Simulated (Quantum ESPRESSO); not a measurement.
# Aluminum (Fm-3m): from the cell to the phonon bands, part 2 of 3

How does Aluminum (Fm-3m) vibrate, and is this structure a minimum?

Quantum ESPRESSO 7.5; DFT LDA, scalar-relativistic, plane waves, PseudoDojo norm-conserving pseudopotentials.

So far. Step 2 (A probe with smearing): No gap opens on this mesh, so smearing is kept; the start stands at -4.0 GPa. Step 4 (Self-consistent run for the response): The cell stands at -0.005 GPa, close enough for phonons. The relaxed cell has a = 3.978 Å (conventional setting).

## 5. Linear response on the mesh

Linear response treats each wavevector in the unit cell, with no supercell; the 4×4×4 mesh fixes the range of the force constants to be had.

Contents of ph.in:

```
phonons
&INPUTPH
  prefix       = 'x'
  outdir       = './tmp'
  fildyn       = 'x.dyn'
  tr2_ph       = 1.0d-18
  alpha_mix(1) = 0.4
  nmix_ph      = 8
  ldisp        = .true.
  nq1          = 4
  nq2          = 4
  nq3          = 4
/
```

On the command line:

```
$ OMP_NUM_THREADS=1 mpirun -n 4 ph.x -nk 4 -in ph.in > ph.out
```

Numbers of over 12 decimals in the logs are rounded to 6 here.

Log:

```text
[banners, grids, parts of the stress and lines that vanish by symmetry left out]
[banner, memory and clock lines left out]
Program PHONON v.7.5

     ./tmp/x.save/

     IMPORTANT: XC functional enforced from input :
     Exchange-correlation= PW
                           (   1   4   0   0   0   0   0)
     Any further DFT definition will be discarded
     Please, verify this is what you really want

     G-vector sticks info

     Reading collected, re-writing distributed wavefunctions in ./tmp/

     Dynamical matrices for ( 4, 4, 4)  uniform grid of q-points
     (   8 q-points):
       N         xq(1)         xq(2)         xq(3)
       1   0.000000000   0.000000000   0.000000000
       2  -0.250000000   0.250000000  -0.250000000
       3   0.500000000  -0.500000000   0.500000000
       4   0.000000000   0.500000000   0.000000000
[...]
Number and degeneracy of irreps per q-point
       N         xq(1)         xq(2)         xq(3)   N irreps
       1   0.000000000   0.000000000   0.000000000       1
        3
       2  -0.250000000   0.250000000  -0.250000000       2
        1   2
       3   0.500000000  -0.500000000   0.500000000       2
        1   2
       4   0.000000000   0.500000000   0.000000000       2
        1   2
       5   0.750000000  -0.250000000   0.750000000       3
     No degeneracy
       6   0.500000000   0.000000000   0.500000000       3
     No degeneracy
       7   0.000000000  -1.000000000   0.000000000       2
        1   2
       8  -0.500000000  -1.000000000   0.000000000       2
        1   2

     Calculation of q =    0.0000000   0.0000000   0.0000000

     phonons

     bravais-lattice index     =            2
     lattice parameter (alat)  =       7.5182  a.u.
     unit-cell volume          =     106.2375 (a.u.)^3
     number of atoms/cell      =            1
     number of atomic types    =            1
     kinetic-energy cut-off    =      48.0000  Ry
     charge density cut-off    =     192.0000  Ry
     convergence threshold     =      1.0E-18
     beta                      =       0.4000
     number of iterations used =            8
     Exchange-correlation= PW
                           (   1   4   0   0   0   0   0)

     celldm(1)=    7.51818  celldm(2)=    0.00000  celldm(3)=    0.00000
     celldm(4)=    0.00000  celldm(5)=    0.00000  celldm(6)=    0.00000

     crystal axes: (cart. coord. in units of alat)
               a(1) = ( -0.5000  0.0000  0.5000 )
               a(2) = (  0.0000  0.5000  0.5000 )
               a(3) = ( -0.5000  0.5000  0.0000 )

     reciprocal axes: (cart. coord. in units 2 pi/alat)
               b(1) = ( -1.0000 -1.0000  1.0000 )
               b(2) = (  1.0000  1.0000  1.0000 )
               b(3) = ( -1.0000  1.0000 -1.0000 )

     Atoms inside the unit cell:

     Cartesian axes

     site n.  atom      mass           positions (alat units)
        1  Al     26.9815   tau(    1) = (    0.00000    0.00000    0.00000  )

     Computing dynamical matrix for
                    q = (   0.0000000   0.0000000   0.0000000 )

     49 Sym.Ops. (with q -> -q+G )

     G cutoff =  274.8950  (   4693 G-vectors)     FFT grid: ( 24, 24, 24)

     number of k points=   145  Marzari-Vanderbilt smearing, width (Ry)=  0.0200

     PseudoPot. # 1 for Al read from file:
     ./pseudo/Al.upf
     Pseudo is Norm-conserving + core correction, Zval =  3.0

     Mode symmetry, O_h (m-3m)  point group:

     Atomic displacements:
     There are    1 irreducible representations

     Representation     1      3 modes -  To be done

     Alpha used in Ewald sum =   2.2000

     Representation #   1 modes #   1   2   3

     Self-consistent Calculation
      iter #   1   av.it.:   4.5
      thresh= 1.000E-02 alpha_mix =  0.400 |ddv_scf|^2 =  2.429E-08
      iter #   2   av.it.:   7.6
      thresh= 1.559E-05 alpha_mix =  0.400 |ddv_scf|^2 =  6.977E-09
      iter #   3   av.it.:   7.9
      thresh= 8.353E-06 alpha_mix =  0.400 |ddv_scf|^2 =  3.473E-11
      iter #   4   av.it.:   7.9
      thresh= 5.893E-07 alpha_mix =  0.400 |ddv_scf|^2 =  1.715E-13
[...]
End of self-consistent calculation

     Convergence has been achieved

     Number of q in the star =    1
     List of q in the star:
[...]
Diagonalizing the dynamical matrix

     q = (    0.000000000   0.000000000   0.000000000 )

 **************************************************************************
     freq (    1) =      -0.004775 [THz] =      -0.159283 [cm-1]
     freq (    2) =      -0.004775 [THz] =      -0.159283 [cm-1]
     freq (    3) =      -0.004775 [THz] =      -0.159283 [cm-1]
 **************************************************************************

     Mode symmetry, O_h (m-3m)  point group:

     freq (   1-   3) =         -0.2  [cm-1]   --> T_1u G_15  G_4- I

     Calculation of q =   -0.2500000   0.2500000  -0.2500000
     [... set-up and bands at k+q left out ...]

     Mode symmetry, C_3v (3m)   point group:

     Atomic displacements:
     There are    2 irreducible representations

     Representation     1      1 modes -  To be done

     Representation     2      2 modes -  To be done

     Message from routine init_vloc:
     Interpolation table for Vloc re-allocated

     Alpha used in Ewald sum =   2.2000

     Representation #   1 mode #   1

     Self-consistent Calculation

[...]
[... iterations left out ...]
[...]
End of self-consistent calculation

     Convergence has been achieved

     Representation #   2 modes #   2   3

     Self-consistent Calculation

[...]
[... iterations left out ...]
[...]
End of self-consistent calculation

     Convergence has been achieved

     Number of q in the star =    8
     List of q in the star:
[...]
Diagonalizing the dynamical matrix

     q = (   -0.250000000   0.250000000  -0.250000000 )

 **************************************************************************
     freq (    1) =       3.458959 [THz] =     115.378440 [cm-1]
     freq (    2) =       3.458959 [THz] =     115.378440 [cm-1]
     freq (    3) =       7.093150 [THz] =     236.602004 [cm-1]
 **************************************************************************

     Mode symmetry, C_3v (3m)   point group:

     freq (   1-   2) =        115.4  [cm-1]   --> E    L_3
     freq (   3-   3) =        236.6  [cm-1]   --> A_1  L_1

     Calculation of q =    0.5000000  -0.5000000   0.5000000
     [... set-up and bands at k+q left out ...]

     Mode symmetry, D_3d (-3m)  point group:

     Atomic displacements:
     There are    2 irreducible representations

     Representation     1      1 modes -  To be done

[...]
Alpha used in Ewald sum =   2.2000

     Representation #   1 mode #   1

     Self-consistent Calculation

[...]
[... iterations left out ...]
[...]
End of self-consistent calculation

     Convergence has been achieved

     Representation #   2 modes #   2   3

[...]
[... iterations left out ...]
[...]
Convergence has been achieved

     Number of q in the star =    4
     List of q in the star:
[...]
Diagonalizing the dynamical matrix

     q = (    0.500000000  -0.500000000   0.500000000 )

[...]
freq (    1) =       4.342514 [THz] =     144.850669 [cm-1]
     freq (    2) =       4.342514 [THz] =     144.850669 [cm-1]
     freq (    3) =       9.865756 [THz] =     329.086185 [cm-1]
[...]
Mode symmetry, D_3d (-3m)  point group:

     freq (   1-   2) =        144.9  [cm-1]   --> E_u  L_3'
     freq (   3-   3) =        329.1  [cm-1]   --> A_2u L_2'

     Calculation of q =    0.0000000   0.5000000   0.0000000
     [... set-up and bands at k+q left out ...]

     Mode symmetry, C_4v (4mm)  point group:

     Atomic displacements:
     There are    2 irreducible representations

[...]
Alpha used in Ewald sum =   2.2000

     Representation #   1 mode #   1

[...]
Convergence has been achieved

     Representation #   2 modes #   2   3

[...]
Convergence has been achieved

     Number of q in the star =    6
     List of q in the star:
[...]
Diagonalizing the dynamical matrix

     q = (    0.000000000   0.500000000   0.000000000 )

[...]
freq (    1) =       4.307348 [THz] =     143.677670 [cm-1]
     freq (    2) =       4.307348 [THz] =     143.677670 [cm-1]
     freq (    3) =       7.464329 [THz] =     248.983214 [cm-1]
[...]
Mode symmetry, C_4v (4mm)  point group:

     freq (   1-   2) =        143.7  [cm-1]   --> E    G_5 D_5
     freq (   3-   3) =        249.0  [cm-1]   --> A_1  G_1 D_1

     Calculation of q =    0.7500000  -0.2500000   0.7500000
     [... set-up and bands at k+q left out ...]

     Mode symmetry, C_s (m)     point group:

     Atomic displacements:
     There are    3 irreducible representations

[...]
Alpha used in Ewald sum =   2.2000

     Representation #   1 mode #   1

[...]
Convergence has been achieved

[...]
Convergence has been achieved

[...]
Convergence has been achieved

     Number of q in the star =   24
     List of q in the star:
[...]
Diagonalizing the dynamical matrix

     q = (    0.750000000  -0.250000000   0.750000000 )

[...]
freq (    1) =       5.343553 [THz] =     178.241741 [cm-1]
     freq (    2) =       6.810626 [THz] =     227.178024 [cm-1]
     freq (    3) =       9.065795 [THz] =     302.402360 [cm-1]
[...]
Mode symmetry, C_s (m)     point group:

     freq (   1-   1) =        178.2  [cm-1]   --> A''
     freq (   2-   2) =        227.2  [cm-1]   --> A'
     freq (   3-   3) =        302.4  [cm-1]   --> A'

     Calculation of q =    0.5000000   0.0000000   0.5000000
     [... set-up and bands at k+q left out ...]

     Mode symmetry, C_2v (mm2)  point group:

     Atomic displacements:
     There are    3 irreducible representations

[...]
Alpha used in Ewald sum =   2.2000

[...]
Convergence has been achieved

[...]
Convergence has been achieved

[...]
Convergence has been achieved

     Number of q in the star =   12
     List of q in the star:
[...]
Diagonalizing the dynamical matrix

     q = (    0.500000000   0.000000000   0.500000000 )

[...]
freq (    1) =       4.804702 [THz] =     160.267609 [cm-1]
     freq (    2) =       6.669019 [THz] =     222.454528 [cm-1]
     freq (    3) =       8.495454 [THz] =     283.377850 [cm-1]
[...]
Mode symmetry, C_2v (mm2)  point group:

     freq (   1-   1) =        160.3  [cm-1]   --> B_1  D_3  S_3
     freq (   2-   2) =        222.5  [cm-1]   --> B_2  D_4  S_4
     freq (   3-   3) =        283.4  [cm-1]   --> A_1  D_1  S_1

     Calculation of q =    0.0000000  -1.0000000   0.0000000
     [... set-up and bands at k+q left out ...]

     Mode symmetry, D_4h(4/mmm) point group:

     Atomic displacements:
     There are    2 irreducible representations

[...]
Alpha used in Ewald sum =   2.2000

     Representation #   1 mode #   1

[...]
Convergence has been achieved

     Representation #   2 modes #   2   3

[...]
Convergence has been achieved

     Number of q in the star =    3
     List of q in the star:
[...]
Diagonalizing the dynamical matrix

     q = (    0.000000000  -1.000000000   0.000000000 )

[...]
freq (    1) =       6.068984 [THz] =     202.439509 [cm-1]
     freq (    2) =       6.068984 [THz] =     202.439509 [cm-1]
     freq (    3) =       9.796045 [THz] =     326.760888 [cm-1]
[...]
Mode symmetry, D_4h(4/mmm) point group:

     freq (   1-   2) =        202.4  [cm-1]   --> E_u  X_5' M_5'
     freq (   3-   3) =        326.8  [cm-1]   --> A_2u X_4' M_4'

     Calculation of q =   -0.5000000  -1.0000000   0.0000000
     [... set-up and bands at k+q left out ...]

     Mode symmetry, D_2d (-42m) point group:

     Atomic displacements:
     There are    2 irreducible representations

     Representation     1      1 modes -  To be done

     Representation     2      2 modes -  To be done

     Alpha used in Ewald sum =   2.2000

     Representation #   1 mode #   1

     Self-consistent Calculation

[...]
[... iterations left out ...]
[...]
End of self-consistent calculation

     Convergence has been achieved

     Representation #   2 modes #   2   3

     Self-consistent Calculation

      iter #   1   av.it.:   4.8
      thresh= 1.000E-02 alpha_mix =  0.400 |ddv_scf|^2 =  8.184E-07

      [... iterations left out ...]
      iter #   8   av.it.:   7.5
      thresh= 4.461E-10 alpha_mix =  0.400 |ddv_scf|^2 =  1.681E-19

     End of self-consistent calculation

     Convergence has been achieved

     Number of q in the star =    6
     List of q in the star:
[...]
5  -1.000000000  -0.500000000   0.000000000
          6   0.000000000  -0.500000000  -1.000000000

     Diagonalizing the dynamical matrix

     q = (   -0.500000000  -1.000000000   0.000000000 )

 **************************************************************************
     freq (    1) =       6.716686 [THz] =     224.044535 [cm-1]
     freq (    2) =       8.306127 [THz] =     277.062567 [cm-1]
     freq (    3) =       8.306127 [THz] =     277.062567 [cm-1]
 **************************************************************************

     Mode symmetry, D_2d (-42m) point group:

     freq (   1-   1) =        224.0  [cm-1]   --> B_2  X_3  W_2
     freq (   2-   3) =        277.1  [cm-1]   --> E    X_5  W_3


[key lines of the parts left out:]
the Fermi energy is     8.2394 ev
```

The job ended after 5.9 min (4 MPI ranks of Arm Neoverse V1, shared host; 24 min of CPU time).

Read from the output:

| Item | Value |
| --- | --- |
| largest acoustic frequency at the zone centre before the sum rule | -0.16 cm⁻¹ |
| lowest mode on the q mesh (acoustic ones at the zone centre apart) | 115.4 cm⁻¹ |

Frequencies (cm⁻¹) at each irreducible wavevector; negative means imaginary. Frequencies by wavevector:

```tsv
q (fractions)	star	mode 1	mode 2	mode 3
0 0 0	1	-0.16	-0.16	-0.16
0 0 0.25	8	115.4	115.4	236.6
0 0 -0.5	4	144.8	144.8	329.1
0 0.25 0.25	6	143.7	143.7	249
0 0.25 -0.5	24	178.2	227.2	302.4
0 0.25 -0.25	12	160.3	222.4	283.4
0 -0.5 -0.5	3	202.4	202.4	326.8
0.25 -0.5 -0.25	6	224	277.1	277.1
```

The acoustic modes at Γ come out as far as 0.2 cm⁻¹ from zero, where they should vanish, a small numerical error.

## 6. Fourier transform to real space

The dynamical matrices of the mesh are Fourier-transformed to force constants in real space.

Contents of q2r.in:

```
&INPUT
  fildyn = 'x.dyn'
  zasr   = 'crystal'
  flfrc  = 'x.fc'
/
```

On the command line:

```
$ q2r.x < q2r.in > q2r.out
```

Log:

```text
[banners, grids, parts of the stress and lines that vanish by symmetry left out]
[banner, memory and clock lines left out]
Program Q2R v.7.5

  reading grid info from file x.dyn0

  reading force constants from file x.dyn1
  Dielectric Tensor not found
  nqs=            1
 q=   0.00000000  0.00000000  0.00000000
  reading force constants from file x.dyn2
  nqs=            8
 q=  -0.25000000  0.25000000 -0.25000000
[...]
reading force constants from file x.dyn7
  nqs=            3
[...]
reading force constants from file x.dyn8
  nqs=            6
[...]
q=  -1.00000000 -0.50000000  0.00000000
 q=   0.00000000 -0.50000000 -1.00000000

      q-space grid ok, #points =   64

      fft-check success (sum of imaginary terms < 10^-12)
```

It took 0.46 s on 1 thread.

## 7. Interpolated phonon bands

From the force constants any wavevector is cheap; points of the mesh come back as solved, but for the sum rule and, in polar crystals, the LO-TO term at Γ; the rest is interpolation.

Contents of matdyn.in:

```
&INPUT
  asr              = 'crystal'
  flfrc            = 'x.fc'
  flfrq            = 'x.freq'
  flvec            = 'x.modes'
  q_in_band_form   = .true.
  q_in_cryst_coord = .true.
/
8
  0.0000000   0.0000000   0.0000000  12  ! GAMMA
 -0.0000000   0.5000000   0.5000000  12  ! X
 -0.0000000   0.6250000   0.3750000   1  ! U
 -0.3750000   0.3750000  -0.0000000  12  ! K
  0.0000000   0.0000000   0.0000000  12  ! GAMMA
 -0.0000000   0.5000000  -0.0000000  12  ! L
 -0.2500000   0.5000000   0.2500000  12  ! W
 -0.0000000   0.5000000   0.5000000   1  ! X
```

On the command line:

```
$ matdyn.x -in matdyn.in > matdyn.out
```

Log:

```text
[banner, memory and clock lines left out]
Program MATDYN v.7.5

 mass for atomic type   1 not given; uses mass from file x.fc
 Norm of the difference between old and new effective charges:    0.000000

 Norm of the difference between old and new force-constants:   1.08254e-08

     Message from routine matdyn:
     Z* not found in file x.fc, TO-LO splitting at q=0 will be absent!
     Message from routine matdyn:
     Z* not found in file x.fc, TO-LO splitting at q=0 will be absent!

Note: The following floating-point exceptions are signalling: IEEE_UNDERFLOW_FLAG
```

It took 0.46 s on 1 thread.

Numbers from this step:

```yaml
lowest_frequency_on_the_path: 0 cm⁻¹
mean_frequency: 216 cm⁻¹
debye_temperature_second_moment: 418 K
logarithmic_mean_frequency: 205.6 cm⁻¹
```

Matdyn.x, sum rule crystal. Phonon branches along the path, in cm⁻¹:

```tsv
point	branch 1	branch 2	branch 3
Γ	0	0	0
halfway	144	144	249
X	202	202	327
halfway	200	225	319
U	192	266	296
jump to K	192	266	296
halfway	137	172	252
Γ	0	0	0
halfway	115	115	237
L	145	145	329
halfway	177	222	310
W	224	277	277
halfway	213	231	312
X	202	202	327
```

The phonon branches as a text plot (rows in cm⁻¹):

```
    322 |          *****                        ******        ***
    309 |         *     *                      *      *      *
    295 |        *       *  **                         **   *
    281 |                 **  *               *          ***
    267 |       *           *  *             *          ** *
    254 |      *         *      *                      *    *
    240 |               *    *              *                *
    226 |     *               *  *                    *   *** *
    213 |             **                                **   ***
    199 |          *******     *  *        *         * *       **
    185 |    *    *       ***
    171 |        *           *  *         *         ***
    158 |       *             *    *               **
    144 |   *  *               * *             *****
    130 |     *                 *        *   **
    117 |                        **         *
    103 |  * *                    * *      *
     89 |                          *    * *
     75 |   *                      *
     62 |                           *    *
     48 | **                         ** *
     34 |                            **
     21 | *
      7 |*                             *
         Γ           X  U|K            Γ         L        W     X
```

(Continued in part 3 of 3.)

[Host names and launcher messages were left out of these logs when they were recorded.]

[Logs are printed without paths, hosts, clocks, repeated set-up lines and the standing remarks that a program may print on its own settings, such as how far it seeks lower states.]

[Hosts, paths, dates, database ids (printed as entryN), source tags and the programs' standing remarks are cut or masked in the printed files.]
